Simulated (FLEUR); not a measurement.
# GdSe: parallel and opposed starts

Wanted: the moments of GdSe and the energy of each order that was tried.

Method: LDA (VWN) with U = 4.02 eV, J = 0.7 eV on Gd f; all-electron FLAPW, Dirac cores, scalar-relativistic bands, in FLEUR MaX-R8.1.

Most raw output is cut from this account.

## Step 1: Set-up

Symmetry: Fm-3m, No. 225, cubic system. Conventional cell: a = 5.771 Å, b = 5.771 Å, c = 5.771 Å, α = 90.00°, β = 90.00°, γ = 90.00°. Gd has 6 Se at 2.89 Å nearest. Nearest to Se lie 6 Gd at 2.89 Å. Farther neighbours and most contacts between anions are not listed.

Structure file:

```cif
data_structure
_symmetry_space_group_name_H-M 'P 1'
_symmetry_Int_Tables_number 1
_cell_length_a 4.0807
_cell_length_b 4.0807
_cell_length_c 4.0807
_cell_angle_alpha 60.000
_cell_angle_beta 60.000
_cell_angle_gamma 60.000
_cell_volume 48.05
loop_
_atom_site_label
_atom_site_type_symbol
_atom_site_fract_x
_atom_site_fract_y
_atom_site_fract_z
_atom_site_occupancy
Gd1 Gd 0.00000 0.00000 0.00000 1
Se2 Se 0.50000 0.50000 0.50000 1
```

## Step 2: Run 1 (ferro +)

The parallel start is the test of whether parallel moments hold. A Hubbard U acts on the open shell, since semilocal functionals spread its electrons too much.

The file n_mmp_mat seeds the f occupations with whole cubic orbitals by Hund's first rule, so that the U acts from the first pass. inpgen writes inp.xml from crystal.txt; cutoffs, mixing, functional, smearing and local orbitals are then set in the file. The k list default-1 (kpts.xml, not shown) is a Γ-centred 6×6×6 mesh; where the ranks do not divide the number of points, some are split in two of half the weight.

inp.xml reads:

```
<?xml version="1.0" encoding="UTF-8" standalone="no"?>
<fleurInput fleurInputVersion="0.39">
   <comment>
      GdSe
   </comment>
   <calculationSetup>
      <cutoffs Kmax="3.6" Gmax="10.8" GmaxXC="10.8" numbands="0"/>
      <scfLoop itmax="130" minDistance="0.0001" maxIterBroyd="15" imix="Anderson" alpha="0.05" precondParam="0.0" spinf="2.0" sdNocoIR="T"/>
      <coreElectrons ctail="T" frcor="F" kcrel="0" coretail_lmax="0"/>
      <xcFunctional name="vwn" relativisticCorrections="F"/>
      <magnetism jspins="2"/>
      <soc l_soc="F" theta="0.0" phi="0.0" spav="F"/>
      <expertModes spex="0" secvar="F"/>
      <geometryOptimization l_f="F" forcealpha="1.0" forcemix="BFGS" epsdisp="0.00001" epsforce="0.00001"/>
      <ldaU l_linMix="F" mixParam="0.05" spinf="1.0"/>
   </calculationSetup>
   <cell>
      <bzIntegration valenceElectrons="34.0" mode="hist" fermiSmearingEnergy="0.00183747">
         <kPointListSelection listName="default-1"/>
         <xi:include xmlns:xi="http://www.w3.org/2001/XInclude" href="kpts.xml"> </xi:include>
      </bzIntegration>
      <xi:include xmlns:xi="http://www.w3.org/2001/XInclude" href="sym.xml"> </xi:include>
      <bulkLattice scale="1.0">
         <bravaisMatrix>
            <row-1>    0.0000000000000000     5.4528047325332993     5.4528047325332993</row-1>
            <row-2>    5.4528047325332993     0.0000000000000000     5.4528047325332993</row-2>
            <row-3>    5.4528047325332993     5.4528047325332993     0.0000000000000000</row-3>
         </bravaisMatrix>
      </bulkLattice>
   </cell>
   <atomSpecies>
      <species name="Gadolinium7.000" element="Gd" atomicNumber="64">
         <mtSphere radius="2.66" gridPoints="879" logIncrement="0.015"/>
         <atomicCutoffs lmax="10" lnonsphr="8"/>
         <electronConfig flipSpins="F">
            <coreConfig>(1s1/2) (2s1/2) (2p1/2) (2p3/2) (3s1/2) (3p1/2) (3p3/2) (4s1/2) (3d3/2) (3d5/2) (4p1/2) (4p3/2) (4d3/2) (4d5/2)</coreConfig>
            <valenceConfig>(5s1/2) (5p1/2) (5p3/2) (6s1/2) (4f5/2) (4f7/2) (5d3/2) (5d5/2)</valenceConfig>
            <stateOccupation state="(4f5/2)" spinUp="2.5" spinDown="0.5"/>
            <stateOccupation state="(4f7/2)" spinUp="4.0" spinDown="0.0"/>
            <stateOccupation state="(5d3/2)" spinUp="0.4" spinDown="0.0"/>
            <stateOccupation state="(5d5/2)" spinUp="0.6" spinDown="0.0"/>
         </electronConfig>
         <energyParameters s="6" p="6" d="5" f="4"/>
         <ldaU l="3" U="4.02" J="0.7" l_amf="F"/>
         <lo type="SCLO" l="0" n="5" eDeriv="0"/>
         <lo type="SCLO" l="1" n="5" eDeriv="0"/>
      </species>
      <species name="Selenium (Se)" element="Se" atomicNumber="34">
         <mtSphere radius="2.66" gridPoints="879" logIncrement="0.014"/>
         <atomicCutoffs lmax="10" lnonsphr="8"/>
         <electronConfig flipSpins="F">
            <coreConfig>(1s1/2) (2s1/2) (2p1/2) (2p3/2) (3s1/2) (3p1/2) (3p3/2)</coreConfig>
            <valenceConfig>(4s1/2) (3d3/2) (3d5/2) (4p1/2) (4p3/2)</valenceConfig>
            <stateOccupation state="(4p1/2)" spinUp="0.666667" spinDown="0.666667"/>
            <stateOccupation state="(4p3/2)" spinUp="1.333333" spinDown="1.333333"/>
         </electronConfig>
         <energyParameters s="4" p="4" d="3" f="4"/>
      </species>
   </atomSpecies>
   <atomGroups>
      <atomGroup species="Gadolinium7.000">
         <relPos label="                   1">.0000000000 .0000000000 .0000000000</relPos>
         <force calculate="T" relaxXYZ="TTT"/>
      </atomGroup>
      <atomGroup species="Selenium (Se)">
         <relPos label="                   2">1.000/2.000 1.000/2.000 1.000/2.000</relPos>
         <force calculate="T" relaxXYZ="TTT"/>
      </atomGroup>
   </atomGroups>
   <output dos="F" band="F" slice="F">
      <bandDOS minEnergy="-.5*Htr" maxEnergy="0.5*Htr" sigma="0.015" storeEVData="T"/>
      <plotting iplot="0" polar="F">
         <plot TwoD="T" vec1="  1.0  0.0  0.0" vec2="  0.0  1.0  0.0" vec3="  0.0  0.0  1.0" zero="  0.0  0.0  0.0" file="plot"/>
      </plotting>
      <moessbauerParams electricFieldGradient="F" isomerShift="F" coreHyperfine="F" valenceHyperfine="F"/>
   </output>
</fleurInput>
```

crystal.txt reads:

```
GdSe
&input film=F cartesian=F /
0.00000000000  2.88550000000  2.88550000000
2.88550000000  0.00000000000  2.88550000000
2.88550000000  2.88550000000  0.00000000000
1.8897261246
1.0 1.0 1.0

2
64 0.00000000000  0.00000000000  0.00000000000 : 7.000
34 0.50000000000  0.50000000000  0.50000000000

&kpt div1=6 div2=6 div3=6 gamma=T /
```

Launch:

```console
$ OMP_NUM_THREADS=1 inpgen -f crystal.txt > inpgen.log  # inp.xml is then edited as shown
$ OMP_NUM_THREADS=1 mpirun -n 4 fleur_MPI > fleur.log
```

Wall time 8.1 s (4 MPI ranks of Intel Xeon 6975P-C (Granite Rapids), shared host); peak memory 0.23 GiB.

Numbers from this step:

| Quantity | Value |
| --- | --- |
| free energy | -372802.1505 eV |
| program's band gap on this mesh (in a metal only a level spacing) | 0.01324 eV |
| magnetization | 7.024 μB |
| final state | ferromagnetic |
| largest moment | 6.974 μB |

After 19 cycles the largest moment stands at 6.97 μB.

## Step 3: Run 2 (antiferro q=(0,0,1/2) +-)

An opposed order shows whether neighbours prefer unlike signs.

This order needs a doubled cell of 4 atoms. The mesh is halved along the doubled vector, so that both cells sample the same points. The k list default-1 (kpts.xml, not shown) is a Γ-centred 6×6×3 mesh.

inp.xml, as its differences from that of step 2:

```diff
@@ -17,3 +17,3 @@
    <cell>
-      <bzIntegration valenceElectrons="34.0" mode="hist" fermiSmearingEnergy="0.00183747">
+      <bzIntegration valenceElectrons="68.0" mode="hist" fermiSmearingEnergy="0.00183747">
          <kPointListSelection listName="default-1"/>
@@ -26,3 +26,3 @@
             <row-2>    5.4528047325332993     0.0000000000000000     5.4528047325332993</row-2>
-            <row-3>    5.4528047325332993     5.4528047325332993     0.0000000000000000</row-3>
+            <row-3>   10.9056094650665987    10.9056094650665987     0.0000000000000000</row-3>
          </bravaisMatrix>
@@ -41,2 +41,18 @@
             <stateOccupation state="(5d5/2)" spinUp="0.6" spinDown="0.0"/>
+         </electronConfig>
+         <energyParameters s="6" p="6" d="5" f="4"/>
+         <ldaU l="3" U="4.02" J="0.7" l_amf="F"/>
+         <lo type="SCLO" l="0" n="5" eDeriv="0"/>
+         <lo type="SCLO" l="1" n="5" eDeriv="0"/>
+      </species>
+      <species name="Gadolinium-7.000" element="Gd" atomicNumber="64">
+         <mtSphere radius="2.66" gridPoints="879" logIncrement="0.015"/>
+         <atomicCutoffs lmax="10" lnonsphr="8"/>
+         <electronConfig flipSpins="F">
+            <coreConfig>(1s1/2) (2s1/2) (2p1/2) (2p3/2) (3s1/2) (3p1/2) (3p3/2) (4s1/2) (3d3/2) (3d5/2) (4p1/2) (4p3/2) (4d3/2) (4d5/2)</coreConfig>
+            <valenceConfig>(5s1/2) (5p1/2) (5p3/2) (6s1/2) (4f5/2) (4f7/2) (5d3/2) (5d5/2)</valenceConfig>
+            <stateOccupation state="(4f5/2)" spinUp="0.5" spinDown="2.5"/>
+            <stateOccupation state="(4f7/2)" spinUp="0.0" spinDown="4.0"/>
+            <stateOccupation state="(5d3/2)" spinUp="0.0" spinDown="0.4"/>
+            <stateOccupation state="(5d5/2)" spinUp="0.0" spinDown="0.6"/>
          </electronConfig>
@@ -64,4 +80,9 @@
       </atomGroup>
+      <atomGroup species="Gadolinium-7.000">
+         <relPos label="                   2">.0000000000 .0000000000 1.000/2.000</relPos>
+         <force calculate="T" relaxXYZ="TTT"/>
+      </atomGroup>
       <atomGroup species="Selenium (Se)">
-         <relPos label="                   2">1.000/2.000 1.000/2.000 1.000/2.000</relPos>
+         <relPos label="                   3">1.000/2.000 1.000/2.000 1.000/4.000</relPos>
+         <relPos label="                   4">1.000/2.000 1.000/2.000 -1.000/4.000</relPos>
          <force calculate="T" relaxXYZ="TTT"/>
```

crystal.txt reads:

```
GdSe
&input film=F cartesian=F /
0.00000000000  2.88550000000  2.88550000000
2.88550000000  0.00000000000  2.88550000000
5.77100000000  5.77100000000  0.00000000000
1.8897261246
1.0 1.0 1.0

4
64 0.00000000000  0.00000000000  0.00000000000 : 7.000
64 0.00000000000  0.00000000000  0.50000000000 : -7.000
34 0.50000000000  0.50000000000  0.25000000000
34 0.50000000000  0.50000000000  0.75000000000

&kpt div1=6 div2=6 div3=3 gamma=T /
```

Wall time 51 s (4 MPI ranks); peak memory 0.49 GiB.

Spin moment in the muffin-tin sphere by atom:

| atom | spin moment in the muffin-tin sphere (μB) |
| --- | --- |
| Gd1 | 7.08 |
| Gd2 | -7.08 |
| Se3 | 0.00 |
| Se4 | 0.00 |

This step gave:

```yaml
free_energy: -745604.3782 eV
program_s_band_gap_on_this_mesh_in_a_metal_only_a_level_spacing: 9.14e-8 eV
magnetization: 0 μB
final_state: antiferromagnetic
```

It lies 38.6 meV a seeded atom under the first start, and its largest moment is 7.08 μB against 6.97 μB.

## Step 4: Order 3, typed as antiferro q=(0,1/2,1/2) +-

This order needs a doubled cell of 4 atoms. The mesh is halved along the doubled vector, so that both cells sample the same points. The k list default-1 (kpts.xml, not shown) is a Γ-centred 6×3×6 mesh.

inp.xml, as its differences from that of step 3:

```diff
@@ -25,4 +25,4 @@
             <row-1>    0.0000000000000000     5.4528047325332993     5.4528047325332993</row-1>
-            <row-2>    5.4528047325332993     0.0000000000000000     5.4528047325332993</row-2>
-            <row-3>   10.9056094650665987    10.9056094650665987     0.0000000000000000</row-3>
+            <row-2>   10.9056094650665987     0.0000000000000000    10.9056094650665987</row-2>
+            <row-3>   10.9056094650665987     5.4528047325332993     5.4528047325332993</row-3>
          </bravaisMatrix>
@@ -81,3 +81,3 @@
       <atomGroup species="Gadolinium-7.000">
-         <relPos label="                   2">.0000000000 .0000000000 1.000/2.000</relPos>
+         <relPos label="                   2">.0000000000 1.000/2.000 .0000000000</relPos>
          <force calculate="T" relaxXYZ="TTT"/>
@@ -85,4 +85,7 @@
       <atomGroup species="Selenium (Se)">
-         <relPos label="                   3">1.000/2.000 1.000/2.000 1.000/4.000</relPos>
-         <relPos label="                   4">1.000/2.000 1.000/2.000 -1.000/4.000</relPos>
+         <relPos label="                   3">1.000/2.000 .0000000000 1.000/2.000</relPos>
+         <force calculate="T" relaxXYZ="TTT"/>
+      </atomGroup>
+      <atomGroup species="Selenium (Se)">
+         <relPos label="                   4">1.000/2.000 1.000/2.000 1.000/2.000</relPos>
          <force calculate="T" relaxXYZ="TTT"/>
```

crystal.txt reads:

```
GdSe
&input film=F cartesian=F /
0.00000000000  2.88550000000  2.88550000000
5.77100000000  0.00000000000  5.77100000000
5.77100000000  2.88550000000  2.88550000000
1.8897261246
1.0 1.0 1.0

4
64 0.00000000000  0.00000000000  0.00000000000 : 7.000
64 0.00000000000  0.50000000000  0.00000000000 : -7.000
34 0.50000000000  0.00000000000  0.50000000000
34 0.50000000000  0.50000000000  0.50000000000

&kpt div1=6 div2=3 div3=6 gamma=T /
```

Run time: 49 s. Hardware: 4 MPI ranks; peak memory 0.51 GiB.

Spin moment in the muffin-tin sphere by atom:

| atom | spin moment in the muffin-tin sphere (μB) |
| --- | --- |
| Gd1 | 7.02 |
| Gd2 | -7.02 |
| Se3 | 0.01 |
| Se4 | -0.01 |

This step gave:

- free energy: -745604.3297 eV
- program's band gap on this mesh (in a metal only a level spacing): 7.75e-8 eV
- magnetization: 0 μB
- final state: antiferromagnetic

It lies 14.3 meV a seeded atom under the first start, and its largest moment is 7.02 μB against 6.97 μB.

## Step 5: Ranking

Free energies are divided by the number of seeded atoms, so that cells of unlike size compare. Wavevectors q in the names are fractions of the primitive cell's reciprocal vectors.

Orders:

| start | final state | typed order kept | energy over the lowest (meV a seeded atom) | largest sphere moment (μB) | net moment (μB a primitive cell) | mesh matched | CPU time (s) |
| --- | --- | --- | --- | --- | --- | --- | --- |
| ferro + | ferromagnetic | yes | 38.61 | 6.974 | 7.024 | yes | 31.65 |
| antiferro q=(0,0,1/2) +- | antiferromagnetic | yes | 0 | 7.083 | 0 | yes | 203.1 |
| antiferro q=(0,1/2,1/2) +- | antiferromagnetic | yes | 24.26 | 7.019 | 0 | yes | 196.8 |

## Step 6: Outcome

```
lowest state found       : antiferromagnetic (typed antiferro q=(0,0,1/2) +-)
largest site spin moment : 7.08 μB
next finished state      : antiferromagnetic, 24.3 meV a seeded atom higher
```

In words: The lowest state found is antiferromagnetic, reached from the start antiferro q=(0,0,1/2) +-, with moments up to 7.08 μB. The next finished state costs 24 meV a seeded atom. This is the lowest of 3 finished starts, no proof of the ground state. The f shell is half filled, so the spin-only picture is fair.

[Logs and program files are shortened in this print: banners, set-up blocks, solver, clock and traceback lines can be left out without a mark of their own.]

[Logs are printed without paths, hosts, clocks, repeated set-up lines and the standing remarks that a program may print on its own settings, such as how far it seeks lower states.]

[Hosts, paths, dates, database ids (printed as entryN), source tags and the programs' standing remarks are cut or masked in the printed files.]

[Where a cell is said to come from a database of computed structures, the database is the Materials Project.]
